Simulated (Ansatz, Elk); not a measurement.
# K3Sc: X-ray structure factors from the self-consistent density

The structure of K3Sc used here is made up (a known structure type with other elements) and was relaxed beforehand with r2SCAN. The aim is the Fourier transform of its all-electron density, F(hkl), set beside the sum over free spherical atoms that refinements use.

Calculated with Elk 11.2.3 (patched build); DFT, PBE, all-electron APW+lo, Dirac cores, scalar-relativistic bands, static density, no spin.

This account leaves out most program logs.

The structure was built from a prototype and need not be the compound's stable phase.

### Step 1. The starting structure

Symmetry: Fm-3m, No. 225, cubic system. The conventional cell has a = 9.601 Å, b = 9.601 Å, c = 9.601 Å, α = 90.00°, β = 90.00°, γ = 90.00°. Nearest to Sc lie 8 K at 4.16 Å. K has 8 K at 4.16 Å nearest. Nearest to K lie 4 Sc at 4.16 Å and 4 K at 4.16 Å. Farther neighbours are not listed.

### Step 2. Ground state and structure factors

An all-electron density is needed, since X-rays see the cores too. Task 0 finds the density and task 195 Fourier-transforms it; tshift is off so that phases refer to the origin typed.

elk.in

```
tasks
  0
  195

xctype
  20

spinpol
  .false.

rgkmax
  7.0

gmaxvr
  14.0

lmaxo
  7

lmaxapw
  8

swidth
  0.002

tshift
  .false.

ramdisk
  .false.

hmaxvr
  5.5

maxscl
  120

epspot
  1e-06

sppath
  './'

avec
  -0.00000000000 9.07181835614 9.07181835614
  9.07181835614 -0.00000000000 9.07181835614
  9.07181835614 9.07181835614 -0.00000000000

atoms
  2
  'Sc.in'
  1
  -0.0000000000 0.0000000000 0.0000000000   0.000000 0.000000 0.000000
  'K.in'
  3
  0.5000000000 0.5000000000 0.5000000000   0.000000 0.000000 0.000000
  0.7500000000 0.7500000000 0.7500000000   0.000000 0.000000 0.000000
  0.2500000000 0.2500000000 0.2500000000   0.000000 0.000000 0.000000

ngridk
  4 4 4
```

Started as:

```console
$ OMP_NUM_THREADS=4 elk
```

It took 35 s on 4 threads of Arm Neoverse V1, shared host; peak memory 0.26 GiB.

SFACRHO.OUT:

```text

h k l indices transformed by vhmat matrix:
   1.000000000       0.000000000       0.000000000    
   0.000000000       1.000000000       0.000000000    
   0.000000000       0.000000000       1.000000000    

      h      k      l  multipl.   |H|            Re(F)            Im(F)           |F|

      0      0      0      1   0.0000000       78.000001      0.78800605E-16   78.000001    
     -1     -1     -1      8  0.59981339       1.7582328     -0.51805192E-14   1.7582328    
      0     -1     -1      6  0.69260484       1.5850198      0.30439575E-14   1.5850198    
      1      1      2     12  0.97949116       62.570407     -0.68526817E-14   62.570407    
      2      1      0     24   1.1485552       1.3076044      0.51805192E-14   1.3076044    
      2      2      2      8   1.1996268       1.3295719     -0.89600034E-14   1.3295719    
      0     -2     -2      6   1.3852097       55.359613      0.63902632E-14   55.359613    
     -1      0      2     24   1.5094973       1.4171569      0.12951298E-13   1.4171569    
      2      1     -1     24   1.5487115       1.4237947     -0.23563240E-14   1.4237947    
     -3     -1      0     24   1.6965285       50.044246      0.51754205E-14   50.044246    
      0     -3     -2     24   1.7994402       1.4534771      0.12951298E-13   1.4534771    
      0      3      0      8   1.7994402       1.4680502     -0.15541557E-13   1.4680502    
      0     -2      2     12   1.9589823       45.954617     -0.33803094E-14   45.954617    
      2     -2     -1     48   2.0487527       1.4320312     -0.12951298E-14   1.4320312    
      0      3     -1     24   2.0778145       1.4230267      0.70257471E-14   1.4230267    
      0      3      3      6   2.0778145       1.4133111     -0.77831832E-14   1.4133111    
     -1     -4     -3     24   2.1902088       42.748356      0.98176284E-14   42.748356    
     -1     -1      3     24   2.2708568       1.3551952      0.12951298E-14   1.3551952
```

Elk indexes on the primitive cell of elk.in and gives |H| = 4π sin θ/λ in inverse bohr. Below, one row stands for each form hkl of the conventional cell (m members, Friedel mates merged), F is for one primitive cell and the density is static (no thermal factor). Free-atom factors are Waasmaier and Kirfel's, and R is Σm||F|−|F'||/Σm|F|.

```
hkl   m  sin θ/λ (Å⁻¹)  abs F, DFT  neutral atoms   diff.
111   8          0.090       1.758          1.690  +0.068
200   6          0.104       1.585          1.595  -0.010
220  12          0.147      62.570         62.710  -0.140
311  24          0.173       1.308          1.387  -0.079
222   8          0.180       1.330          1.390  -0.060
400   6          0.208      55.360         55.323  +0.037
331  24          0.227       1.417          1.442  -0.025
420  24          0.233       1.424          1.448  -0.024
422  24          0.255      50.044         49.972  +0.072
511  24          0.271       1.454          1.467  -0.013
333   8          0.271       1.468          1.467  +0.002
440  12          0.295      45.955         45.886  +0.069
531  48          0.308       1.432          1.434  -0.002
442  24          0.312       1.423          1.427  -0.004
```

### Step 3. The highest occupied states alone

An energy window below the Fermi level keeps the highest occupied states, to see at which angles they scatter; shallow core shells can lie inside it and anion s states outside. No new self-consistency is needed.

elk.in, as its differences from that of step 2:

```diff
@@ -1,3 +1,2 @@
 tasks
-  0
   195
@@ -40,2 +39,5 @@
 
+wsfac
+  -0.315680 0.351810
+
 sppath
```

Started as:

```console
$ OMP_NUM_THREADS=4 elk
```

Wall time 20 s (4 threads); peak memory 0.18 GiB.

States within 10 eV below the Fermi level hold 6.00 electrons; any levels below the window count with the cores. Their amplitudes can exceed the total, where window and core parts have opposite phase:

```
hkl  sin θ/λ (Å⁻¹)  abs F, window  abs F, all
111          0.090          1.413       1.758
200          0.104          1.136       1.585
220          0.147          0.431      62.570
311          0.173          0.390       1.308
222          0.180          0.355       1.330
400          0.208          0.337      55.360
331          0.227          0.238       1.417
420          0.233          0.214       1.424
422          0.255          0.319      50.044
511          0.271          0.179       1.454
```

### Step 4. Another functional

The difference from free atoms is small, so it is set against the change that LDA (Perdew-Wang) makes.

elk.in, as its differences from that of step 3:

```diff
@@ -1,2 +1,3 @@
 tasks
+  0
   195
@@ -4,3 +5,3 @@
 xctype
-  20
+  3
 
@@ -39,5 +40,2 @@
 
-wsfac
-  -0.315680 0.351810
-
 sppath
```

Started as:

```console
$ OMP_NUM_THREADS=4 elk
```

Wall time 22 s (4 threads); peak memory 0.24 GiB; 42 s of CPU time.

Against the first run R = 0.11 %; the largest change is -0.061 at 400.

### Step 5. Basis size

The basis and the expansions that go with it are enlarged, to see whether the differences are converged.

elk.in, as its differences from that of step 4:

```diff
@@ -5,3 +5,3 @@
 xctype
-  3
+  20
 
@@ -11,12 +11,12 @@
 rgkmax
-  7.0
+  8.5
 
 gmaxvr
-  14.0
+  18.0
 
 lmaxo
-  7
+  9
 
 lmaxapw
-  8
+  10
```

Started as:

```console
$ OMP_NUM_THREADS=4 elk
```

It took 97 s on 4 threads; peak memory 0.64 GiB.

Against the first run R = 0.01 %; the largest change is -0.008 at 660.

### Step 6. A coarser k-mesh

About half the k-points along each axis test the sampling.

elk.in, as its differences from that of step 5:

```diff
@@ -11,12 +11,12 @@
 rgkmax
-  8.5
+  7.0
 
 gmaxvr
-  18.0
+  14.0
 
 lmaxo
-  9
+  7
 
 lmaxapw
-  10
+  8
 
@@ -60,2 +60,2 @@
 ngridk
-  4 4 4
+  2 2 2
```

Started as:

```console
$ OMP_NUM_THREADS=4 elk
```

It took 30 s on 4 threads; peak memory 0.25 GiB; 42 s of CPU time.

Against the first run R = 0.12 %; the largest change is +0.053 at 311.

### Step 7. Settings against the effect

```
                              run  R against the first run (%)  R against neutral atoms, low angle (%)  wall time
                    PBE, rgkmax 7                         0.00                                    0.30       35 s
                LDA (Perdew-Wang)                         0.11                                    0.21       22 s
rgkmax 8.5 with larger expansions                         0.01                                    0.29       97 s
                     k-mesh 2×2×2                         0.12                                    0.22       30 s
```

### Step 8. What came out

| Quantity | Value |
| --- | --- |
| R against neutral atoms, sin θ/λ < 0.3 Å⁻¹ | 0.30 % |
| R against neutral atoms, 0.3 to 0.83 Å⁻¹ | 0.26 % |

**Reading.** Independent neutral atoms miss the calculated amplitudes by R = 0.30 % below 0.3 Å⁻¹ and 0.26 % from there to 0.83 Å⁻¹; by shells, 0.29 % below 0.15 Å⁻¹ (3 forms), 0.30 % 0.15 to 0.3 (9 forms), 0.20 % 0.3 to 0.45 (19 forms), 0.27 % above 0.45 (112 forms). Bonding, aspherical density and the tables' own atoms all enter these figures, and the runs don't part them. The largest change of an amplitude is -0.14 electrons, at 220. The window's part falls from 6.0 electrons at the origin to at most 0.07 between 0.45 and 0.83 Å⁻¹. Below 0.3 Å⁻¹ the changes that finished (LDA (Perdew-Wang), rgkmax 8.5 with larger expansions and k-mesh 2×2×2) move F by R = 0.15 % at most, against the 0.30 % that separates it from free atoms, so the difference from free atoms is only partly resolved. A single amplitude moves by up to 0.06 electrons, against 0.14 for the largest difference from free atoms. Part of the difference isn't bonding: the tables are fits to free atoms and ions calculated by other methods than this functional. Thermal motion, anomalous dispersion and extinction are left out.

[Logs are printed without paths, hosts, clocks, repeated set-up lines and the standing remarks that a program may print on its own settings, such as how far it seeks lower states.]

[Hosts, paths, dates, database ids (printed as entryN), source tags and the programs' standing remarks are cut or masked in the printed files.]
